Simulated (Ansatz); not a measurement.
# La3InN (Pm-3m): from the cell to its phonons

Aim: the vibrations of La3InN (Pm-3m), their spectra, and whether the structure is stable.

Calculated with Ansatz 0.2.0; DFT PBEsol, scalar-relativistic, plane waves, PAW; PAW set soft_1.

**1. The starting structure**

The structure is cubic, space group Pm-3m (No. 221). The conventional cell has a = 5.128 Å, b = 5.128 Å, c = 5.128 Å, α = 90.00°, β = 90.00°, γ = 90.00°. La has 2 N at 2.56 Å nearest. Nearest to In lie 12 La at 3.63 Å. Nearest to N lie 6 La at 2.56 Å. Farther neighbours and most contacts between anions are not listed.

**2. Bringing the structure to rest**

The cell and atoms are relaxed, since residual forces and stress would shift the frequencies.

input.yaml

```yaml
crystal:
  lattice:
    - [5.1275, 0.0, 0.0]
    - [0.0, 5.1275, 0.0]
    - [0.0, 0.0, 5.1275]
  atoms:
    - { symbol: La, position: [0.5, 0.5, 0.0] }
    - { symbol: La, position: [0.0, 0.5, 0.5] }
    - { symbol: La, position: [0.5, 0.0, 0.5] }
    - { symbol: In, position: [0.0, 0.0, 0.0] }
    - { symbol: "N", position: [0.5, 0.5, 0.5] }
kpoints:
  mp_grid: { grid: [8, 8, 8] }
hamiltonian:
  xc: pbesol
  pseudopotentials: { kind: paw, azcp: { folder: soft_1 }, xc_functional: pbe }
scf:
  occupations: { method: gaussian, width: 0.1 }
output:
  forces: true
  stress: true
  eigenvalues: true
  write_density: true
  write_potential: true
  elf: true
  volumetric_format: npy
relax:
  adjacent_minimum: "off"
  f_tol: 0.005
  max_steps: 80
  cell: { stress_tol: 0.05 }
```

Started as:

```
> ansatz run input.yaml --threads 4 --pin off --max-ram 10240MiB --backend cpu --events-out ev --progress --plain --runs-dir out
```

Numbers of over 12 decimals in the logs are rounded to 6 here.

Log:

```text
Engine: ansatz 0.2.0, x86_64-unknown-linux-gnu
Pseudopotentials: kind: paw
Pseudopotential: La, paw, valence charge 11, recommended cutoff 420 eV (normal), soft_1/La.paw.azcp
Pseudopotential: In, paw, valence charge 13, recommended cutoff 420 eV (normal), soft_1/In.paw.azcp
Pseudopotential: N, paw, valence charge 5, recommended cutoff 420 eV (normal), soft_1/N.paw.azcp
Functional definition: PBEsol
  exchange = pbesol_x
  correlation = pbesol_c
Crystal: 5 atoms, lattice volume = 134.808 Å³
Basis set: ecut = 420 eV, 2601 PW (Γ), exchange–correlation on 72×72×72 points (8 copies of the dense FFT grid, shifted against one another)
Bands: 31, of which v1, the nominal top of the filled ones, is band 26 counted from 1 (25 counted from 0)
Symmetry: 48 space group operations
Space group: Pm-3m (ITA 221), of the structure as read, at distance tolerance 5.1e-5 Å
k-points: 35 of 512
Non-local potential: La, projectors of the file, l = 0: 3, l = 1: 2, l = 2: 2, l = 3: 3
Non-local potential: In, projectors of the file, l = 0: 2, l = 1: 2, l = 2: 2, l = 3: 1
Non-local potential: N, projectors of the file, l = 0: 2, l = 1: 2, l = 2: 1
PAW form: soft (Blöchl's): semilocal exchange-correlation on the pseudo side does not see the compensation charge
PAW frozen core: La, regenerated for the run's functional, and the local potential with it (the file was generated under x = pbe(κ = 0.804, μ = 0.219515), c = pbe(β = 0.066725))
PAW frozen core: In, regenerated for the run's functional, and the local potential with it (the file was generated under x = pbe(κ = 0.804, μ = 0.219515), c = pbe(β = 0.066725))
PAW frozen core: N, regenerated for the run's functional, and the local potential with it (the file was generated under x = pbe(κ = 0.804, μ = 0.219515), c = pbe(β = 0.066725))
PAW one-centre angular grid: La, 590 points (default); XC on 64 Gauss nodes
PAW one-centre angular grid: In, 590 points (default); XC on 64 Gauss nodes
PAW one-centre angular grid: N, 110 points (default); XC on 64 Gauss nodes
Initial density: superposition of atomic densities (chi_scale 0.1, normalization cell, long waves kept (reshape's long-wave potential 0.00 eV rms))
Initial wavefunctions: pseudopotential atomic-orbital guess
Functional: x = pbesol(κ = 0.804, μ = 0.123457), c = pbesol(β = 0.046)
SCF iter   1: F=—  HF=-24393.608425 eV  |F-HF|=—  |Δ(HF+E_count)|=         —  Δρ=3.33e-2  dr2=2.23e0  ethr=3.10e-3  ⟨swp⟩=5.1  Hψ=5149  notcnv=0
preconditioner: auto → Kerker (q_TF=auto, 2.320 Å⁻¹)  [metal: Δε(μ)=0.027 eV  Ē_g=11.346 eV  σ=0.100 eV  W_gap=0.15  n_scr=26 (ndim 8)  ℏωp=21.5 eV  f_vac=0.000  D(μ)=3.32/eV (n_scr^D=18)]
SCF iter   2: F=—  HF=-24393.057941 eV  |F-HF|=—  |Δ(HF+E_count)|=   5.50e-1  Δρ=1.49e-2  dr2=5.57e-1  ethr=3.10e-3  ⟨swp⟩=2.9  Hψ=2080  notcnv=0  defer=12
SCF iter   3: F=—  HF=-24392.959745 eV  |F-HF|=—  |Δ(HF+E_count)|=   9.82e-2  Δρ=8.23e-3  dr2=8.28e-2  ethr=1.09e-3  ⟨swp⟩=3.0  Hψ=1804  notcnv=0  defer=18
SCF iter   4: F=—  HF=-24392.944030 eV  |F-HF|=—  |Δ(HF+E_count)|=   1.57e-2  Δρ=2.28e-3  dr2=1.29e-2  ethr=1.62e-4  ⟨swp⟩=2.0  Hψ=1684  notcnv=0  defer=22
SCF iter   5: F=—  HF=-24392.942516 eV  |F-HF|=—  |Δ(HF+E_count)|=   1.51e-3  Δρ=7.61e-4  dr2=7.30e-4  ethr=2.53e-5  ⟨swp⟩=2.0  Hψ=1354  notcnv=0  defer=22
SCF iter   6: F=—  HF=-24392.942540 eV  |F-HF|=—  |Δ(HF+E_count)|=   2.40e-5  Δρ=1.16e-4  dr2=3.22e-5  ethr=1.43e-6  ⟨swp⟩=2.3  Hψ=1861  notcnv=0  defer=22
SCF iter   7: F=—  HF=-24392.942586 eV  |F-HF|=—  |Δ(HF+E_count)|=   4.63e-5  Δρ=2.65e-5  dr2=1.35e-6  ethr=6.31e-8  ⟨swp⟩=2.0  Hψ=1554  notcnv=0  defer=22
SCF iter   8: F=-24392.942586 eV  HF=-24392.942586 eV  |F-HF|=1.39e-8  |Δ(HF+E_count)|=   1.96e-7  Δρ=5.90e-6  dr2=7.82e-8  ethr=1.96e-10  ⟨swp⟩=15.5  Hψ=10182  notcnv=0
SCF 1 converged in 8 iterations: F = -24392.942586 eV  dr2 = 7.82e-8
  greatest PAW one-centre occupation: 0.979 electrons in one spin orbital (limit 2), on the In atom at site 3 (counted from 0), in its partial waves of l = 2
relax step   1: F+E_penalty+E_count = -24392.94258610 eV  Δ(F+E_penalty+E_count) = +0.000e0 eV  max|allowed force component| = 8.115e-30 eV/Å  Δτ_max = 0.0000 Å  P = -2.474 GPa  Ω = 134.808 Å³  (8 SCF iters, dr2 threshold 1.00e-7 eV, accepted)
Crystal: 5 atoms, lattice volume = 124.164 Å³
Basis set: ecut = 420 eV, 2469 PW (Γ), exchange–correlation on 72×72×72 points (8 copies of the dense FFT grid, shifted against one another)
Initial density: handed on by an earlier stage of this run
Initial wavefunctions: those handed on with the density
iter 1 solved again at ethr=2.59e-4 eV; its pass at ethr=3.10e-3 eV (dr2=1.32e-1 eV) is discarded
SCF iter   1: F=—  HF=-24392.952659 eV  |F-HF|=—  |Δ(HF+E_count)|=         —  Δρ=7.70e-3  dr2=1.39e-1  ethr=2.59e-4  ⟨swp⟩=2.0  Hψ=7068  notcnv=0
preconditioner: auto → Kerker (q_TF=auto, 2.352 Å⁻¹)  [metal: Δε(μ)=0.086 eV  Ē_g=11.955 eV  σ=0.100 eV  W_gap=0.43  n_scr=26 (ndim 8)  ℏωp=22.4 eV  f_vac=0.000  D(μ)=1.78/eV (n_scr^D=6)]
SCF iter   2: F=—  HF=-24392.927115 eV  |F-HF|=—  |Δ(HF+E_count)|=   2.55e-2  Δρ=2.59e-3  dr2=1.80e-2  ethr=2.59e-4  ⟨swp⟩=2.7  Hψ=1570  notcnv=0
SCF iter   3: F=—  HF=-24392.923181 eV  |F-HF|=—  |Δ(HF+E_count)|=   3.93e-3  Δρ=1.31e-3  dr2=7.21e-3  ethr=3.54e-5  ⟨swp⟩=2.0  Hψ=1373  notcnv=0
SCF iter   4: F=—  HF=-24392.921158 eV  |F-HF|=—  |Δ(HF+E_count)|=   2.02e-3  Δρ=2.20e-4  dr2=9.37e-5  ethr=1.41e-5  ⟨swp⟩=2.0  Hψ=1339  notcnv=0
SCF iter   5: F=—  HF=-24392.921195 eV  |F-HF|=—  |Δ(HF+E_count)|=   3.76e-5  Δρ=9.69e-5  dr2=1.72e-5  ethr=1.84e-7  ⟨swp⟩=2.8  Hψ=2133  notcnv=0  defer=1
SCF iter   6: F=—  HF=-24392.921191 eV  |F-HF|=—  |Δ(HF+E_count)|=   4.54e-6  Δρ=2.00e-5  dr2=8.42e-7  ethr=3.37e-8  ⟨swp⟩=2.7  Hψ=1808  notcnv=0  defer=1
SCF iter   7: F=-24392.921191 eV  HF=-24392.921191 eV  |F-HF|=5.11e-8  |Δ(HF+E_count)|=   9.77e-8  Δρ=6.61e-6  dr2=9.64e-8  ethr=9.80e-10  ⟨swp⟩=14.0  Hψ=9905  notcnv=0
SCF 2 converged in 7 iterations: F = -24392.921191 eV  dr2 = 9.64e-8
relax step   2: F+E_penalty+E_count = -24392.92119080 eV  Δ(F+E_penalty+E_count) = +2.140e-2 eV  max|allowed force component| = 3.759e-30 eV/Å  Δτ_max = 0.0000 Å  P = +3.617 GPa  Ω = 124.164 Å³  energy of the carried Pulay correction = +3.299e-3 eV  (7 SCF iters, dr2 threshold 5.00e-7 eV, rejected (line search))
Crystal: 5 atoms, lattice volume = 130.273 Å³
Basis set: ecut = 420 eV, 2517 PW (Γ), exchange–correlation on 72×72×72 points (8 copies of the dense FFT grid, shifted against one another)
iter 1 solved again at ethr=1.08e-4 eV; its pass at ethr=3.10e-3 eV (dr2=5.51e-2 eV) is discarded
SCF iter   1: F=—  HF=-24392.995140 eV  |F-HF|=—  |Δ(HF+E_count)|=         —  Δρ=4.91e-3  dr2=5.87e-2  ethr=1.08e-4  ⟨swp⟩=2.0  Hψ=7098  notcnv=0
preconditioner: auto → Resta (q_TF=auto, 2.334 Å⁻¹)  ε∞=4.3  [insulator: Δε(μ)=0.104 eV  Ē_g=11.994 eV  σ=0.100 eV  W_gap=0.53  n_scr=26 (ndim 8)  ℏωp=21.8 eV  f_vac=0.000  D(μ)=1.18/eV (n_scr^D=6)  ε∞_Penn≈4.3]
SCF iter   2: F=—  HF=-24392.984733 eV  |F-HF|=—  |Δ(HF+E_count)|=   1.04e-2  Δρ=2.67e-3  dr2=1.02e-2  ethr=1.08e-4  ⟨swp⟩=2.5  Hψ=1517  notcnv=0
SCF iter   3: F=—  HF=-24392.982625 eV  |F-HF|=—  |Δ(HF+E_count)|=   2.11e-3  Δρ=6.85e-4  dr2=1.14e-3  ethr=1.99e-5  ⟨swp⟩=2.0  Hψ=1393  notcnv=0
SCF iter   4: F=—  HF=-24392.982261 eV  |F-HF|=—  |Δ(HF+E_count)|=   3.64e-4  Δρ=1.79e-4  dr2=4.56e-5  ethr=2.23e-6  ⟨swp⟩=2.0  Hψ=1525  notcnv=0
SCF iter   5: F=—  HF=-24392.982301 eV  |F-HF|=—  |Δ(HF+E_count)|=   3.98e-5  Δρ=4.08e-5  dr2=1.54e-6  ethr=8.95e-8  ⟨swp⟩=3.0  Hψ=2017  notcnv=0
SCF iter   6: F=—  HF=-24392.982297 eV  |F-HF|=—  |Δ(HF+E_count)|=   3.58e-6  Δρ=8.89e-6  dr2=1.18e-7  ethr=3.02e-9  ⟨swp⟩=2.9  Hψ=1927  notcnv=0
SCF iter   7: F=—  HF=-24392.982297 eV  |F-HF|=—  |Δ(HF+E_count)|=  4.18e-10  Δρ=1.82e-6  dr2=5.37e-9  ethr=2.31e-10  ⟨swp⟩=2.1  Hψ=1396  notcnv=0
SCF iter   8: F=—  HF=-24392.982297 eV  |F-HF|=—  |Δ(HF+E_count)|=   1.06e-9  Δρ=2.64e-7  dr2=1.52e-10  ethr=1.05e-11  ⟨swp⟩=2.7  Hψ=1907  notcnv=0
SCF iter   9: F=-24392.982297 eV  HF=-24392.982297 eV  |F-HF|=3.64e-12  |Δ(HF+E_count)|=  3.27e-11  Δρ=5.05e-8  dr2=4.18e-12  ethr=1.00e-12  ⟨swp⟩=9.3  Hψ=7109  notcnv=0
SCF 3 converged in 9 iterations: F = -24392.982297 eV  dr2 = 4.18e-12
relax step   3: F+E_penalty+E_count = -24392.98229701 eV  Δ(F+E_penalty+E_count) = -3.971e-2 eV  max|allowed force component| = 3.019e-29 eV/Å  Δτ_max = 0.0000 Å  P = -0.169 GPa  Ω = 130.273 Å³  energy of the carried Pulay correction = +1.373e-3 eV  (9 SCF iters, accepted)
[...]
relax step   4: F+E_penalty+E_count = -24392.98255640 eV  Δ(F+E_penalty+E_count) = -2.594e-4 eV  max|allowed force component| = 5.601e-30 eV/Å  Δτ_max = 0.0000 Å  P = +0.009 GPa  Ω = 129.952 Å³  energy of the carried Pulay correction = +1.472e-3 eV  (5 SCF iters, dr2 threshold 7.15e-8 eV, accepted)
Initial wavefunctions: pseudopotential atomic-orbital guess (no wavefunctions were taken with the density)
iter 1 solved again at ethr=2.06e-8 eV; its pass at ethr=3.10e-3 eV (dr2=1.05e-5 eV) is discarded
SCF iter   1: F=—  HF=-24392.981263 eV  |F-HF|=—  |Δ(HF+E_count)|=         —  Δρ=5.67e-5  dr2=6.96e-7  ethr=2.06e-8  ⟨swp⟩=5.9  Hψ=9693  notcnv=0
preconditioner: auto → Kerker (q_TF=auto, 2.334 Å⁻¹)  [metal: Δε(μ)=0.098 eV  Ē_g=11.969 eV  σ=0.100 eV  W_gap=0.50  n_scr=26 (ndim 8)  ℏωp=21.9 eV  f_vac=0.000  D(μ)=1.21/eV (n_scr^D=6)]
SCF iter   2: F=—  HF=-24392.981315 eV  |F-HF|=—  |Δ(HF+E_count)|=   5.20e-5  Δρ=2.88e-5  dr2=2.41e-7  ethr=1.36e-9  ⟨swp⟩=2.0  Hψ=1809  notcnv=0
SCF iter   3: F=—  HF=-24392.981315 eV  |F-HF|=—  |Δ(HF+E_count)|=   2.15e-7  Δρ=1.24e-5  dr2=3.90e-8  ethr=4.73e-10  ⟨swp⟩=2.0  Hψ=1235  notcnv=0
SCF iter   4: F=—  HF=-24392.981315 eV  |F-HF|=—  |Δ(HF+E_count)|=   4.57e-8  Δρ=1.00e-6  dr2=1.83e-9  ethr=7.66e-11  ⟨swp⟩=2.1  Hψ=1639  notcnv=0
SCF iter   5: F=—  HF=-24392.981315 eV  |F-HF|=—  |Δ(HF+E_count)|=  3.42e-10  Δρ=3.37e-7  dr2=3.01e-10  ethr=3.58e-12  ⟨swp⟩=2.0  Hψ=1680  notcnv=0
SCF iter   6: F=-24392.981315 eV  HF=-24392.981315 eV  |F-HF|=2.18e-11  |Δ(HF+E_count)|=  3.27e-11  Δρ=9.50e-8  dr2=2.75e-11  ethr=1.00e-12  ⟨swp⟩=8.2  Hψ=6374  notcnv=0
SCF 5 converged in 6 iterations: F = -24392.981315 eV  dr2 = 2.75e-11
relax step   5: F+E_penalty+E_count = -24392.98131549 eV  Δ(F+E_penalty+E_count) = +1.241e-3 eV  max|allowed force component| = 1.177e-30 eV/Å  Δτ_max = 0.0000 Å  P = -0.007 GPa  Ω = 129.952 Å³  stress off target by 7.07e-3 GPa  SCF on the basis re-selected at this cell (its energy is not comparable with the rows above)  (6 SCF iters)
basis re-selected at this cell: Δ(F+E_penalty+E_count) = +1.241e-3 eV, ΔP = -0.016 GPa vs the last step (what re-selecting the basis moved, of the pressure what is left beyond the Pulay correction that the steps carried, after the strain that the cell walked since its last selection, with what the two solves' SCF thresholds leave and, on support functions, any second-order correction that the steps lacked; it is no m [...]
SCF converged after 6 iterations
Free energy (F): -24392.981315 eV
Harris-Foulkes:  -24392.981315 eV  (|F-HF|=2.18e-11)
Internal energy: -24392.975277 eV  (E = F + TS)
E sigma→0 (E₀):  -24392.978296 eV
Entropy (-TS):   -0.006038 eV (-1.208 meV/atom)
Fermi energy:    11.766431 eV
--- Per-component energies (eV) ---
  E_band       = -78.636803
  E_kinetic    = 908.251964
  E_local      = -2114.870765  (includes V_loc(G=0)·N_el)
  E_nonlocal   = 629.340070
  E_hartree    = 810.032392
  E_xc         = -628.751299
  E_vxc        = -602.100037  (∫ρ·V_xc dr)
  E_paw        = -20246.579670  (= ΣΔE_a)
  E_vpaw       = -519.323608  (= ΣTr[D̂ρ^β])
  E_aug_tail   = 0.000943  (compensation charges beyond the density's cutoff)
  E_ewald      = -3751.170023
  E_core_change = 0.771111  (= ΣΔE_core)
  E_smearing   = -0.006038  (= −TS)
  E_closure    = 0.000000  (closes the sum)
  Σ components = -24392.981315   (vs F -24392.981315, Δ=0.00e0)
--- Forces (eV/Å), atoms counted from 1 ---
  atom   1  La    -0.00000000     0.00000000    -0.00000000
  atom   2  La     0.00000000     0.00000000    -0.00000000
  atom   3  La    -0.00000000    -0.00000000     0.00000000
  atom   4  In     0.00000000     0.00000000    -0.00000000
  atom   5  N      0.00000000     0.00000000    -0.00000000
  max |Σ_I F_I| component: 2.01e-30 eV/Å
--- Stress (GPa, compression-positive) ---
       -0.007071      -0.000000       0.000000
       -0.000000      -0.007071       0.000000
        0.000000       0.000000      -0.007071
  P = ⅓ Tr σ = -0.0071 GPa (-0.071 kbar)
--- Band table (eV; the first three rows and the last of 35) ---
  k-point 0: bands = [... 22 lower, 10.9492, 10.9492, 10.9778, 10.9778, 10.9778, 12.7223, 12.7223, 12.7223, ... 1 higher]
  k-point 1: bands = [... 22 lower, 10.8006, 11.0144, 11.1019, 11.1075, 11.1075, 12.6069, 12.6615, 12.6615, ... 1 higher]
  k-point 2: bands = [... 22 lower, 10.2986, 11.1117, 11.2340, 11.2340, 11.5311, 12.6287, 12.7167, 12.7167, ... 1 higher]
  k-point 34: bands = [... 22 lower, 12.1426, 12.1426, 12.1426, 12.6937, 12.6937, 12.6937, 13.3086, 13.3086, ... 1 higher]
--- Relaxed structure (4 steps of the walk, 3 accepted, 1 SCFs on fresh bases) ---
  F+E_penalty+E_count = -24392.98131549 eV   max|allowed force component| = 1.177e-30 eV/Å   (the final SCF, on the basis selected at the relaxed cell)
  cell:  # Å, volume = 129.9518 Å³
    - [5.065171, 0, 0]
    - [0, 5.065171, 0.0]
    - [0, 0.0, 5.065171]
  atoms:
    - { symbol: La, position: [0.5, 0.5, 0] }
    - { symbol: La, position: [0, 0.5, 0.5] }
    - { symbol: La, position: [0.5, 0, 0.5] }
    - { symbol: In, position: [0, 0, 0] }
    - { symbol: N, position: [0.5, 0.5, 0.5] }
```

Elapsed: 11 s, on 4 threads of INTEL XEON PLATINUM 8581C at 2.10GHz (Emerald Rapids), shared host; peak memory 0.63 GiB.

This run has no spin polarisation although its electron count is odd.

Step by step:

| step | energy less that of the first step (eV) | largest force component (eV/Å) | pressure (GPa) | volume (Å³) |
| --- | --- | --- | --- | --- |
| 1 | 0.0000 | 0.0000 | -2.47 | 134.81 |
| 2 | 0.0214 | 0.0000 | 3.62 | 124.16 |
| 3 | -0.0397 | 0.0000 | -0.17 | 130.27 |
| 4 | -0.0400 | 0.0000 | 0.01 | 129.95 |
| 5* | -0.0387 | 0.0000 | -0.01 | 129.95 |

Relaxation steps marked * repeat the geometry before them on a plane-wave basis chosen anew for their cell, so energy and pressure can jump there. Relaxation step 2 was tried and not accepted.

Forces are held to the 48 operations that the run works with; a distortion that breaks them can't arise in this run.

| conventional cell, symmetrised | before | after | change |
| --- | --- | --- | --- |
| a (Å) | 5.128 | 5.065 | -1.2 % |
| b (Å) | 5.128 | 5.065 | -1.2 % |
| c (Å) | 5.128 | 5.065 | -1.2 % |
| volume (Å³/atom) | 26.96 | 25.99 | -3.6 % |

The relaxed structure:

```cif
data_structure
_symmetry_space_group_name_H-M 'P 1'
_symmetry_Int_Tables_number 1
_cell_length_a 5.0652
_cell_length_b 5.0652
_cell_length_c 5.0652
_cell_angle_alpha 90.000
_cell_angle_beta 90.000
_cell_angle_gamma 90.000
_cell_volume 129.95
loop_
_atom_site_label
_atom_site_type_symbol
_atom_site_fract_x
_atom_site_fract_y
_atom_site_fract_z
_atom_site_occupancy
La1 La 0.50000 0.50000 0.00000 1
La2 La 0.00000 0.50000 0.50000 1
La3 La 0.50000 0.00000 0.50000 1
In4 In 0.00000 0.00000 0.00000 1
N5 N 0.50000 0.50000 0.50000 1
```

Numbers from this step:

```yaml
pressure: -0.007071 GPa
volume_per_atom: 25.99 Å³
gap_on_the_k_mesh: 0 eV
```

Valence density in the ac plane at fractional y = 0.500, with atoms of La and N within 0.2 Å of it. It is the smooth field of the valence electrons, not physical close to the nuclei.

Ten even steps from '0' (0.1 e/Å³) to '9' (3.4 e/Å³), each cell a mean:
```
00001455430000
00001244310000
00000112100000
10000001000000
32100012100013
54200257410134
54311399721245
54311389510145
43100133200124
21000011000011
00000011000000
00000133210000
00001344420000
00002455531000
```
Columns run along a (5.1 Å), rows up along c (5.1 Å). Atoms in or near the plane, at fractional coordinates: La at (0.50, 0.00), La at (0.00, 0.50), N at (0.50, 0.50).

ELF in the ac plane at fractional y = 0.500, with atoms of La and N within 0.2 Å of it. It is the smooth field of the valence electrons, not physical close to the nuclei.

Values, 14 rows by 14 columns, each cell a mean:
```
0.39 0.28 0.13 0.24 0.68 0.78 0.41 0.23 0.62 0.79 0.48 0.14 0.19 0.35
0.20 0.16 0.10 0.14 0.48 0.77 0.76 0.72 0.79 0.68 0.28 0.09 0.13 0.19
0.15 0.12 0.07 0.07 0.17 0.41 0.56 0.59 0.51 0.30 0.11 0.06 0.09 0.14
0.52 0.40 0.18 0.08 0.13 0.21 0.27 0.28 0.25 0.18 0.10 0.11 0.28 0.48
0.79 0.77 0.52 0.18 0.27 0.55 0.66 0.67 0.63 0.44 0.18 0.30 0.68 0.79
0.49 0.74 0.73 0.31 0.38 0.77 0.75 0.68 0.79 0.63 0.25 0.51 0.79 0.62
0.05 0.49 0.75 0.38 0.42 0.77 0.44 0.17 0.68 0.67 0.28 0.59 0.72 0.23
0.22 0.62 0.75 0.35 0.41 0.78 0.62 0.44 0.75 0.66 0.27 0.56 0.76 0.41
0.73 0.81 0.65 0.24 0.34 0.69 0.78 0.77 0.77 0.55 0.21 0.41 0.77 0.78
0.71 0.61 0.32 0.12 0.19 0.34 0.41 0.42 0.38 0.27 0.13 0.17 0.48 0.68
0.27 0.20 0.10 0.07 0.12 0.24 0.35 0.38 0.31 0.18 0.08 0.07 0.14 0.24
0.14 0.12 0.08 0.10 0.32 0.65 0.75 0.75 0.73 0.52 0.18 0.07 0.10 0.13
0.31 0.23 0.12 0.20 0.61 0.81 0.62 0.49 0.74 0.77 0.40 0.12 0.16 0.28
0.45 0.31 0.14 0.27 0.71 0.73 0.22 0.05 0.49 0.79 0.52 0.15 0.20 0.39
```
Columns run along a (5.1 Å), rows up along c (5.1 Å). Atoms in or near the plane, at fractional coordinates: La at (0.50, 0.00), La at (0.00, 0.50), N at (0.50, 0.50).

Electrostatic potential energy in the ac plane at fractional y = 0.500, with atoms of La and N within 0.2 Å of it. With pseudopotentials it is smooth inside the atoms' cores, unlike the true potential.

Ten even steps from '0' (-31 eV) to '9' (15 eV), each cell a mean:
```
99985024027999
99987300158999
89998754678999
67899988899887
23689988999752
10379731598610
71278500188404
40279600388502
01589965799730
46789998999875
88898877789988
99987522368999
99986101037999
99984047126899
```
Columns run along a (5.1 Å; values clipped at the 3rd and 97th percentile), rows up along c (5.1 Å). Atoms in or near the plane, at fractional coordinates: La at (0.50, 0.00), La at (0.00, 0.50), N at (0.50, 0.50).

In this step the volume went from 26.96 to 25.99 Å³/atom.

**3. Tight relaxation**

Phonons need a cell at rest on their own settings, so the relaxation is repeated with tight tolerances on forces and stress on the k mesh and occupations of the first response run.

input.yaml

```yaml
crystal:
  lattice:
    - [5.0651713182, 0.0, 0.0]
    - [0.0, 5.0651713182, 0.0]
    - [0.0, 0.0, 5.0651713182]
  atoms:
    - { symbol: La, position: [0.5, 0.5, 0.0] }
    - { symbol: La, position: [0.0, 0.5, 0.5] }
    - { symbol: La, position: [0.5, 0.0, 0.5] }
    - { symbol: In, position: [0.0, 0.0, 0.0] }
    - { symbol: "N", position: [0.5, 0.5, 0.5] }
kpoints:
  mp_grid: { grid: [8, 8, 8] }
hamiltonian:
  xc: pbesol
  pseudopotentials: { kind: paw, azcp: { folder: soft_1 }, xc_functional: pbe }
scf:
  occupations: { method: methfessel_paxton, width: 0.2 }
output:
  forces: true
  stress: true
  eigenvalues: true
relax:
  adjacent_minimum: "off"
  f_tol: 0.001
  max_steps: 60
  cell: { stress_tol: 0.01 }
```

Log:

```text
[...]
Crystal: 5 atoms, lattice volume = 129.952 Å³
Basis set: ecut = 420 eV, 2517 PW (Γ), exchange–correlation on 72×72×72 points (8 copies of the dense FFT grid, shifted against one another)
Bands: 31, of which v1, the nominal top of the filled ones, is band 26 counted from 1 (25 counted from 0)
Symmetry: 48 space group operations
[...]
k-points: 35 of 512
[...]
--- Relaxed structure (3 steps of the walk, 2 accepted, 1 SCFs on fresh bases) ---
[...]
cell:  # Å, volume = 129.9253 Å³
    - [5.064826, 0, 0]
    - [0, 5.064826, 0.0]
    - [0, 0.0, 5.064826]
  atoms:
    - { symbol: La, position: [0.5, 0.5, 0] }
    - { symbol: La, position: [0, 0.5, 0.5] }
    - { symbol: La, position: [0.5, 0, 0.5] }
    - { symbol: In, position: [0, 0, 0] }
    - { symbol: N, position: [0.5, 0.5, 0.5] }
[key lines of the parts left out:]
SCF converged after 6 iterations
Free energy (F): -24392.973283 eV
Fermi energy:    11.776099 eV
P = ⅓ Tr σ = -0.0001 GPa (-0.001 kbar)
```

The job ended after 8 s (4 threads; peak memory 0.62 GiB).

Little changed from the start: no atom moved by 0.005 Å and no cell edge by 0.1 %.

This step gave:

```yaml
pressure: -1.38e-4 GPa
```

The forces vanish by symmetry and the pressure is 0.000 GPa, within the tolerances set. The cell now holds 25.99 Å³/atom.

(Part 1 of 3 ends here.)

[Logs are printed without paths, hosts, clocks, repeated set-up lines and the standing remarks that a program may print on its own settings, such as how far it seeks lower states.]

[Hosts, paths, dates, database ids (printed as entryN), source tags and the programs' standing remarks are cut or masked in the printed files.]
